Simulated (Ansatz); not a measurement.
# SnO2 (Cassiterite): how G0W0 depends on its starting point

One-shot GW is not self-consistent; how far does the start matter for SnO2 (Cassiterite)?

Method: G0W0 on several functionals, plane waves, PAW, in Ansatz 0.2.0.

Report form: the programs' logs are mostly left out.

In doubt: masses and optical values from hybrid runs of this build are listed as unsure (steps 3, 4), which bears on the screening that GW takes from such a start.

## 1. Set-up

Symmetry: P4_2/mnm, No. 136, tetragonal system. Conventional cell: a = 4.738 Å, b = 4.738 Å, c = 3.187 Å, α = 90.00°, β = 90.00°, γ = 90.00°. Nearest to Sn lie 6 O at 2.05 to 2.06 Å. O has 3 Sn at 2.05 to 2.06 Å nearest. Farther neighbours and most contacts between anions are not listed.

As a file:

```cif
data_structure
_symmetry_space_group_name_H-M 'P 1'
_symmetry_Int_Tables_number 1
_cell_length_a 4.7380
_cell_length_b 4.7380
_cell_length_c 3.1865
_cell_angle_alpha 90.000
_cell_angle_beta 90.000
_cell_angle_gamma 90.000
_cell_volume 71.53
loop_
_atom_site_label
_atom_site_type_symbol
_atom_site_fract_x
_atom_site_fract_y
_atom_site_fract_z
_atom_site_occupancy
Sn1 Sn 0.00000 0.00000 0.00000 1
Sn2 Sn 0.50000 0.50000 0.50000 1
O3 O 0.30710 0.30710 0.00000 1
O4 O 0.19290 0.80710 0.50000 1
O5 O 0.69290 0.69290 0.00000 1
O6 O 0.80710 0.19290 0.50000 1
```

The cell and positions come from the Crystallography Open Database and are kept as given unless a step says otherwise.

## 2. G0W0 on PBE

G0W0 replaces the xc potential by the self-energy, built once from these orbitals. Only a window of levels is corrected, while the sums run over the empty bands that the input names. This step takes hard PAW files.

This step: G0W0 on PBE, plane waves, PAW.

File input.yaml:

```yaml
crystal:
  lattice:
    - [4.738, 0.0, 0.0]
    - [0.0, 4.738, 0.0]
    - [0.0, 0.0, 3.1865]
  atoms:
    - { symbol: Sn, position: [0.0, 0.0, 0.0] }
    - { symbol: Sn, position: [0.5, 0.5, 0.5] }
    - { symbol: O, position: [0.3071, 0.3071, 0.0] }
    - { symbol: O, position: [0.1929, 0.8071, 0.5] }
    - { symbol: O, position: [0.6929, 0.6929, 0.0] }
    - { symbol: O, position: [0.8071, 0.1929, 0.5] }
kpoints:
  mp_grid: { grid: [4, 4, 6] }
hamiltonian:
  xc: pbe
  pseudopotentials: { kind: paw, source: ansatz }
scf:
  occupations: { method: fixed }
gw:
  n_empty_bands: 425
  ecut_chi: 190.0
  qp_bands: [v2, c2]
  qp_kpoints: band_edges
  screening: { model: contour_deformation }
```

Started as:

```console
$ ansatz run input.yaml --threads 4 --pin off --max-ram 138240MiB --backend cuda --events-out ev --progress --plain --runs-dir out --devices 1 --max-vram 26GiB
```

Wall time 64 s (1 × NVIDIA H100 80GB HBM3 (shared by 3 runs) with 4 threads of AMD EPYC 7R13 (Zen 3), shared host); peak memory 2.8 GiB.

Numbers from this step:

| Item | Value |
| --- | --- |
| bands summed | 459 |
| RPA ε∞ on this mesh (eigenvalues) | 4.312, 4.312, 4.537 |
| plane waves in the screening matrix | 439 |
| q-points in the mesh | 96 |
| G0W0 gap on the mesh | 2.937 eV |
| k of the valence top | 0, 0, 0 |
| k of the conduction bottom | 0, 0, 0 |
| starting gap on the mesh | 1.287 eV |
| Z at the valence top | 0.7502 |
| Z at the conduction bottom | 0.8223 |
| least direct G0W0 gap on the computed points | 2.937 eV |

The gap on the mesh goes from 1.29 eV to 2.94 eV, a correction of +1.65 eV. Between the two edge states, bare exchange in place of the xc potential would open the gap by 10.16 eV, and correlation takes back 8.51 eV.

## 3. G0W0 on HSE06

One-shot GW remembers its start. Another functional's orbitals and levels show by how much.

This step: G0W0 on HSE06, plane waves, PAW.

Edit input.yaml of step 2 so:

```diff
@@ -15,3 +15,3 @@
 hamiltonian:
-  xc: pbe
+  xc: hse06
   pseudopotentials: { kind: paw, source: ansatz }
```

Elapsed: 3.2 min, on 1 × NVIDIA H100 80GB HBM3 (shared by 3 runs) with 4 threads; peak memory 3.6 GiB; 2.7 min of CPU time.

Numbers from this step:

| Item | Value |
| --- | --- |
| bands summed | 459 |
| RPA ε∞ on this mesh (eigenvalues) | 3.316, 3.316, 3.620 |
| plane waves in the screening matrix | 439 |
| q-points in the mesh | 96 |
| G0W0 gap on the mesh | 3.853 eV |
| k of the valence top | 0, 0, 0 |
| k of the conduction bottom | 0, 0, 0 |
| starting gap on the mesh | 3.053 eV |
| Z at the valence top | 0.7897 |
| Z at the conduction bottom | 0.8530 |
| least direct G0W0 gap on the computed points | 3.853 eV |

Against the run with 4×4×6 mesh, 425 empty bands, screening to 190 eV, hard PAW files on PBE, the gap moves by +0.92 eV, while the start moved by +1.77 eV.

## 4. G0W0 on PBE0

This step: G0W0 on PBE0, plane waves, PAW.

Edit input.yaml of step 3 so:

```diff
@@ -15,3 +15,3 @@
 hamiltonian:
-  xc: hse06
+  xc: pbe0
   pseudopotentials: { kind: paw, source: ansatz }
```

Run time: 2.7 min. Hardware: 1 × NVIDIA H100 80GB HBM3 (shared by 3 runs) with 4 threads; peak memory 3.5 GiB; 3.8 min of CPU time.

Numbers from this step:

| Property | Result |
| --- | --- |
| bands summed | 459 |
| RPA ε∞ on this mesh (eigenvalues) | 3.158, 3.158, 3.447 |
| plane waves in the screening matrix | 439 |
| G0W0 gap on the mesh | 4.064 eV |
| k of the valence top | 0, 0, 0 |
| k of the conduction bottom | 0, 0, 0 |
| starting gap on the mesh | 3.771 eV |
| least direct G0W0 gap on the computed points | 4.064 eV |

Against the run with 4×4×6 mesh, 425 empty bands, screening to 190 eV, hard PAW files on HSE06, the gap moves by +0.21 eV, while the start moved by +0.72 eV.

## 5. The starts together

All on the 4×4×6 mesh with 425 empty bands and screening to 190 eV. Times are wall times on 1 × NVIDIA H100 80GB HBM3 (shared by 3 runs) with 4 threads of AMD EPYC 7R13 (Zen 3), shared host. The host was busy with other work, so they are no guide to cost.

```
start  starting gap (eV)  shift (eV)  G0W0 gap (eV)  RPA ε∞ (harmonic mean)  Z (valence, conduction)     time
  PBE               1.29       +1.65           2.94                    4.38               0.75, 0.82     64 s
HSE06               3.05       +0.80           3.85                    3.41               0.79, 0.85  3.2 min
 PBE0               3.77       +0.29           4.06                    3.25               0.80, 0.86  2.7 min
```

The parts of the quasiparticle energy at the two band edges (eV; QP = start + Σx + Σc − Vxc):

```
  run               edge  start      Σx     Σc     Vxc     Z     QP
  PBE        valence top  11.13  -27.19   5.01  -21.14  0.75  10.10
  PBE  conduction bottom  12.42  -14.47  -3.50  -18.59  0.82  13.04
HSE06        valence top   9.79  -27.19   4.43  -22.49  0.79   9.52
HSE06  conduction bottom  12.85  -13.66  -3.58  -17.77  0.85  13.37
 PBE0        valence top   9.39  -27.19   4.28  -22.89  0.80   9.38
 PBE0  conduction bottom  13.16  -13.65  -3.52  -17.45  0.86  13.44
```

For a hybrid start, Vxc holds its share of exact exchange.

## 6. Results

```json
{"G0W0@PBE": "2.94 eV (start 1.29 eV)", "G0W0@HSE06": "3.85 eV (start 3.05 eV)", "G0W0@PBE0": "4.06 eV (start 3.77 eV)", "known limits": "not at the basis limit; no spin-orbit coupling"}
```

**Reading.** The starting gaps span 2.48 eV and the G0W0 gaps 1.13 eV. Between PBE and PBE0, 1.13 eV of the 2.48 eV survives, 45 %. PBE0 screens less than PBE (ε∞ 3.25 against 4.38). Of the 1.13 eV by which its G0W0 gap is higher, the correlation part gives +0.71 eV, and exchange with the one-particle terms, which follow the orbitals, +0.42 eV. The smallest correction, +0.29 eV, is on PBE0, the start nearest to reproducing itself. Bands and cutoff are finite, so the gap is not at the basis limit. The miss can reach some tenths of an eV and take either sign; the mesh is an error of its own. The program warns that the mesh is coarse for exact exchange, which bears on the hybrid start's gap. The many-body steps are scalar-relativistic: spin-orbit coupling is not in them.

[Paths, hosts, dates, memory and timing lines, banners, echoed tables and standing remarks are left out of the program output.]

[Logs are printed without paths, hosts, clocks, repeated set-up lines and the standing remarks that a program may print on its own settings, such as how far it seeks lower states.]

[Runs of the session that timed out or met a known fault of the program may be left out.]

[Cells called generated may have been cut or substituted from an entry of the Crystallography Open Database or the Materials Project.]

[Hosts, paths, dates, database ids (printed as entryN), source tags and the programs' standing remarks are cut or masked in the printed files.]
